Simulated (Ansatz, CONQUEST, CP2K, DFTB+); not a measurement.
# Amorphous polypropylene (as short chains C8H18) at 300 K (78 atoms) in DFTB+, part 2 of 2

Aim: run amorphous polypropylene (as short chains C8H18) at 300 K (78 atoms) in DFTB+ and see how near its forces come to a plane-wave reference, and at what cost.

Program: DFTB+ 25.1; the method stands at each step. Banners, paths, timers and routine set-up lines are dropped from the logs unmarked, and long logs keep their key lines alone; longer cuts are marked.

So far. Step 2 (GFN1-xTB): Forces lie 12 % from the reference's, at 0.15 times its CPU time (on 1 against 4 cores). Step 3 (GFN2-xTB): Against the first run (12 %), the force difference from the reference is 13 %, at 2.8 times the CPU time.

## Step 4: DFTB 3ob-3-1

Method: third-order SCC-DFTB tight binding, 3ob-3-1 parameters, diagonalisation.

The folder slako/ holds the set 3ob-3-1.

The input, dftb_in.hsd:

```
Geometry = GenFormat {
  <<< geo.gen
}
Driver = {}
Hamiltonian = DFTB {
  Scc = Yes
  SlaterKosterFiles = Type2FileNames {
    Prefix = "slako/"
    Separator = "-"
    Suffix = ".skf"
  }
  MaxAngularMomentum {
    C = "p"
    H = "s"
  }
  ThirdOrderFull = Yes
  HCorrection = Damping { Exponent = 4.0 }
  HubbardDerivs {
    C = -0.1492
    H = -0.1857
  }
  SccTolerance = 1e-06
  MaxSccIterations = 300
  Mixer = Broyden { MixingParameter = 0.2 }
  Filling = Fermi { Temperature [K] = 580 }
  KPointsAndWeights = { 0.0 0.0 0.0 1.0 }
}
Analysis {
  PrintForces = Yes
  MullikenAnalysis = Yes
}
ParserOptions { ParserVersion = 14 }
```

The input, geo.gen:

```
78 F
C H
[... 82 atom lines left out: the same atoms as in the first run ...]
```

On the command line:

```sh
$ OMP_NUM_THREADS=1 dftb+ > output.txt
```

Log:

```text
Reading input file 'dftb_in.hsd'
Parser version: 14
--------------------------------------------------------------------------------
Reading SK-files:
./slako/C-C.skf
./slako/C-H.skf
./slako/H-H.skf
Done.
Processed input in HSD format written to 'dftb_pin.hsd'
Starting initialization...
--------------------------------------------------------------------------------
WARNING!
[... lines left out ...]
Force type                   original
--------------------------------------------------------------------------------
***  Geometry step: 0
 iSCC Total electronic   Diff electronic      SCC error
    1   -0.60678388E+02    0.00000000E+00    0.34745810E+00
    2   -0.60679108E+02   -0.60678388E+02    0.27554073E+00
    3   -0.60679941E+02   -0.71975575E-03    0.51164883E-01
[...]
12   -0.60680072E+02   -0.46412651E-10    0.19478428E-05
>> Charges saved for restart in charges.bin
   13   -0.60680072E+02   -0.95212727E-12    0.43822836E-06
Total Energy:                      -61.2459199147 H        -1666.5863 eV
Extrapolated to 0K:                -61.2459199147 H        -1666.5863 eV
Total Mermin free energy:          -61.2459199147 H        -1666.5863 eV
Force related energy:              -61.2459199147 H        -1666.5863 eV
Volume:                              0.470038E+04 au^3   0.696524E+03 A^3
Pressure:                            0.124800E-03 au     0.367174E+10 Pa
```

detailed.out:

```text
Fermi distribution function
Calculation with static geometry
********************************************************************************
 iSCC Total electronic   Diff electronic      SCC error
   13   -0.60680072E+02   -0.95212727E-12    0.43822836E-06
********************************************************************************
 Total charge:    -0.00000000
 Atomic gross charges (e)
[... lines left out ...]
Fermi level:                        -0.0686962356 H           -1.8693 eV
[... lines left out ...]
Band free energy (E-TS):           -60.8070305542 H        -1654.6435 eV
[... lines left out ...]
Total energy:                      -61.2459199147 H        -1666.5863 eV
[... lines left out ...]
Total Mermin free energy:          -61.2459199147 H        -1666.5863 eV
[... lines left out ...]
SCC converged
Total Forces
[... lines left out ...]
    2     -0.046033525298     -0.004711115355     -0.088196953950
[...]
77      0.027867730444     -0.012405447056      0.018064585447
   78      0.015285014008      0.022002933212      0.014823338818
Total stress tensor
      0.000089055064      0.000071381224     -0.000017080778
      0.000071381225      0.000156853965     -0.000093735627
     -0.000017080776     -0.000093735626      0.000128490308
Total lattice derivs
     -0.024988900207     -0.020029610805      0.004792875772
     -0.020029611277     -0.044013309358      0.026302268787
      0.004792875054      0.026302268557     -0.036054451594
Maximal derivative component:        0.169988E+00 au
Volume:                              0.470038E+04 au^3
Pressure:                            0.124800E-03 au     0.367174E+10 Pa
Warning: dipole moment is not defined absolutely!
Dipole moment:   -4.06343611   -2.73522045   -0.94347030 au
Dipole moment:  -10.32822522   -6.95223749   -2.39806251 Debye
```

The job ended after 0.22 s (1 thread of Intel Xeon 6975P-C (Granite Rapids), shared host; peak memory 0.09 GiB).

Against the reference:

| Property | Result |
| --- | --- |
| r.m.s. force component | 2.03 eV/Å |
| r.m.s. difference of force components | 412.6 meV/Å |
| longest difference of force vectors | 1605 meV/Å |
| force difference over r.m.s. force | 20.2 % |
| slope of forces against the reference's | 0.9735 |
| correlation of force components | 0.9795 |
| gap (highest filled to lowest empty level) | 10.3 eV |
| gap difference | 4.735 eV |
| pressure | 3.672 GPa |
| pressure difference | -2.045 GPa |

Against the first run (12 %), the force difference from the reference is 20 %, at 0.26 times the CPU time.

## Step 5: DFTB mio-1-1

Method: SCC-DFTB tight binding, mio-1-1 parameters, diagonalisation.

The parameter files are exchanged too: slako/ now holds the set mio-1-1.

dftb_in.hsd: that of step 4 with these lines changed.

```diff
@@ -15,8 +15,2 @@
   }
-  ThirdOrderFull = Yes
-  HCorrection = Damping { Exponent = 4.0 }
-  HubbardDerivs {
-    C = -0.1492
-    H = -0.1857
-  }
   SccTolerance = 1e-06
```

geo.gen is that of step 4.

On the command line:

```sh
$ OMP_NUM_THREADS=1 dftb+ > output.txt
```

Log:

```text
Reading input file 'dftb_in.hsd'
Parser version: 14
--------------------------------------------------------------------------------
Reading SK-files:
./slako/C-C.skf
./slako/C-H.skf
./slako/H-H.skf
Done.
Processed input in HSD format written to 'dftb_pin.hsd'
Starting initialization...
--------------------------------------------------------------------------------
WARNING!
[... lines left out ...]
Force type                   original
--------------------------------------------------------------------------------
***  Geometry step: 0
 iSCC Total electronic   Diff electronic      SCC error
    1   -0.62372294E+02    0.00000000E+00    0.34061547E+00
    2   -0.62376518E+02   -0.62372294E+02    0.25564324E+00
    3   -0.62380735E+02   -0.42241784E-02    0.40204551E-01
[...]
9   -0.62380856E+02   -0.26124525E-09    0.29340590E-05
>> Charges saved for restart in charges.bin
   10   -0.62380856E+02   -0.17865887E-09    0.37118079E-06
Total Energy:                      -61.3546815256 H        -1669.5458 eV
Extrapolated to 0K:                -61.3546815256 H        -1669.5458 eV
Total Mermin free energy:          -61.3546815256 H        -1669.5458 eV
Force related energy:              -61.3546815256 H        -1669.5458 eV
Volume:                              0.470038E+04 au^3   0.696524E+03 A^3
Pressure:                            0.174079E-03 au     0.512159E+10 Pa
```

detailed.out:

```text
Fermi distribution function
Calculation with static geometry
********************************************************************************
 iSCC Total electronic   Diff electronic      SCC error
   10   -0.62380856E+02   -0.17865887E-09    0.37118079E-06
********************************************************************************
 Total charge:    -0.00000000
 Atomic gross charges (e)
[... lines left out ...]
Fermi level:                        -0.0720218381 H           -1.9598 eV
[... lines left out ...]
Band free energy (E-TS):           -61.5771920857 H        -1675.6007 eV
[... lines left out ...]
Total energy:                      -61.3546815256 H        -1669.5458 eV
[... lines left out ...]
Total Mermin free energy:          -61.3546815256 H        -1669.5458 eV
[... lines left out ...]
SCC converged
Total Forces
[... lines left out ...]
    2     -0.045143527937     -0.016083772093     -0.096203803696
[...]
77      0.021141603365     -0.008598166715      0.013012708912
   78      0.021275816736      0.030992851149      0.020198380826
Total stress tensor
      0.000141248577      0.000067670342     -0.000024455265
      0.000067670344      0.000225484930     -0.000091703412
     -0.000024455266     -0.000091703414      0.000155504682
Total lattice derivs
     -0.039634428769     -0.018988335448      0.006862160898
     -0.018988335992     -0.063271196148      0.025732028084
      0.006862161098      0.025732028566     -0.043634699856
Maximal derivative component:        0.185034E+00 au
Volume:                              0.470038E+04 au^3
Pressure:                            0.174079E-03 au     0.512159E+10 Pa
Warning: dipole moment is not defined absolutely!
Dipole moment:   -3.52614437   -2.01430822   -0.75913380 au
Dipole moment:   -8.96256573   -5.11986121   -1.92952580 Debye
```

Run time: 0.13 s. Hardware: 1 thread; peak memory 0.09 GiB.

Compared with the plane-wave run:

- r.m.s. force component: 2.212 eV/Å
- r.m.s. difference of force components: 256.9 meV/Å
- longest difference of force vectors: 1376 meV/Å
- force difference over r.m.s. force: 12.58 %
- slope of forces against the reference's: 1.079
- correlation of force components: 0.9959
- gap (highest filled to lowest empty level): 10.22 eV
- gap difference: 4.659 eV
- pressure: 5.122 GPa
- pressure difference: -0.5954 GPa

Against the first run (12 %), the force difference from the reference is 13 %, at 0.15 times the CPU time.

The difference per atom is largest on C (0.66 eV/Å on average, against 0.18 on H).

## Step 6: The ladder

Differences are against the plane-wave reference, forces as r.m.s. over components; share is that over the reference's r.m.s. force, slope the least-squares factor from reference forces to these. Total energies of different programs have different zeros and aren't compared.

| run | Δ force, r.m.s. (meV/Å) | share (%) | slope | Δ pressure (GPa) | Δ gap (eV) | cores | CPU time | memory (GiB) |
| --- | --- | --- | --- | --- | --- | --- | --- | --- |
| reference | - | - | - | - | - | 4 | 5.7 s | 0.69 |
| DFTB+ GFN1-xTB | 249 | 12.2 | 0.981 | -1.67 | 1.77 | 1 | 0.86 s | 0.09 |
| DFTB+ GFN2-xTB | 267 | 13.1 | 0.940 | -2.25 | 4.05 | 1 | 2.4 s | 0.09 |
| DFTB+ DFTB 3ob-3-1 | 413 | 20.2 | 0.974 | -2.05 | 4.74 | 1 | 0.22 s | 0.09 |
| DFTB+ DFTB mio-1-1 | 257 | 12.6 | 1.079 | -0.595 | 4.66 | 1 | 0.13 s | 0.09 |

CPU time is summed over cores on a shared host, where runs went side by side, so it is rough. Symmetry, cutoffs, thresholds, outputs and thread counts weren't matched or tuned between programs; memory under MPI is the largest rank's times the ranks.

Mean charges by element (e), by run and scheme:

| run | scheme | C | H |
| --- | --- | --- | --- |
| reference | Löwdin | -0.32 | +0.17 |
| DFTB+ GFN1-xTB | Mulliken | -0.06 | +0.03 |
| DFTB+ GFN2-xTB | Mulliken | -0.07 | +0.03 |
| DFTB+ DFTB 3ob-3-1 | Mulliken | -0.18 | +0.08 |
| DFTB+ DFTB mio-1-1 | Mulliken | -0.14 | +0.06 |

The reference's Löwdin charges lack the electrons that the projection spills, 0.022 e an atom on average.

A second geometry, displaced anew (every atom was moved at random, 0.08 Å r.m.s. a Cartesian component (hydrogen 0.6 of that)), gives an energy difference that all programs can be tested on. The reference puts it at 116.2 meV/atom.

| run | energy less the first geometry's (meV/atom) | error (meV/atom) | force share at the second geometry (%) |
| --- | --- | --- | --- |
| DFTB+ GFN1-xTB | 115.0 | -1.25 | 9.23 |
| DFTB+ GFN2-xTB | 110.9 | -5.34 | 10.2 |
| DFTB+ DFTB 3ob-3-1 | 121.7 | 5.51 | 19.4 |
| DFTB+ DFTB mio-1-1 | 124.0 | 7.81 | 12.8 |

## Step 7: Outcome

* nearest in forces: DFTB+ GFN1-xTB, 12 %
* its CPU time: 0.86 s

**Reading.** Tight binding differs by 12 % (DFTB+ GFN1-xTB) to 20 % (DFTB+ DFTB 3ob-3-1); it is another model, with fitted parameters of its own, and the xTB methods hold dispersion. Of the electronic-structure runs that take under half the reference's CPU time, DFTB+ GFN1-xTB comes nearest, at 12 % in 0.86 s against 5.7 s; its pressure misses by -1.7 GPa. Charges hang on model, scheme and program or settings: among these rows the mean for C runs from -0.32 to -0.06 e. The energy difference between the two geometries, 116 meV/atom in the reference, is met best by DFTB+ GFN1-xTB (-1.25) and worst by DFTB+ DFTB mio-1-1 (+7.81). Periodic xTB results under one method name differ between programs and library versions (DFTB+ here holds tblite 0.3). Forces of 2.0 eV/Å r.m.s. are well above thermal ones: they come largely from the bond lengths of the classical model and from the random displacements, and they dominate the comparison. The network of contacts between molecules at the start is that of the classical potential that made the cell, and needn't be the one that DFT or experiment would give. The reference's PBE has no dispersion term, which matters for the binding between molecules or layers. The electronic-structure runs sample only Γ, in a cell whose shortest periodic width is 9 Å.

[Also dropped from logs without a mark: logging warnings of Python, and SIESTA's first energy breakdown and zero terms.]

[Logs are printed without paths, hosts, clocks, repeated set-up lines and the standing remarks that a program may print on its own settings, such as how far it seeks lower states.]

[Hosts, paths, dates, database ids (printed as entryN), source tags and the programs' standing remarks are cut or masked in the printed files.]
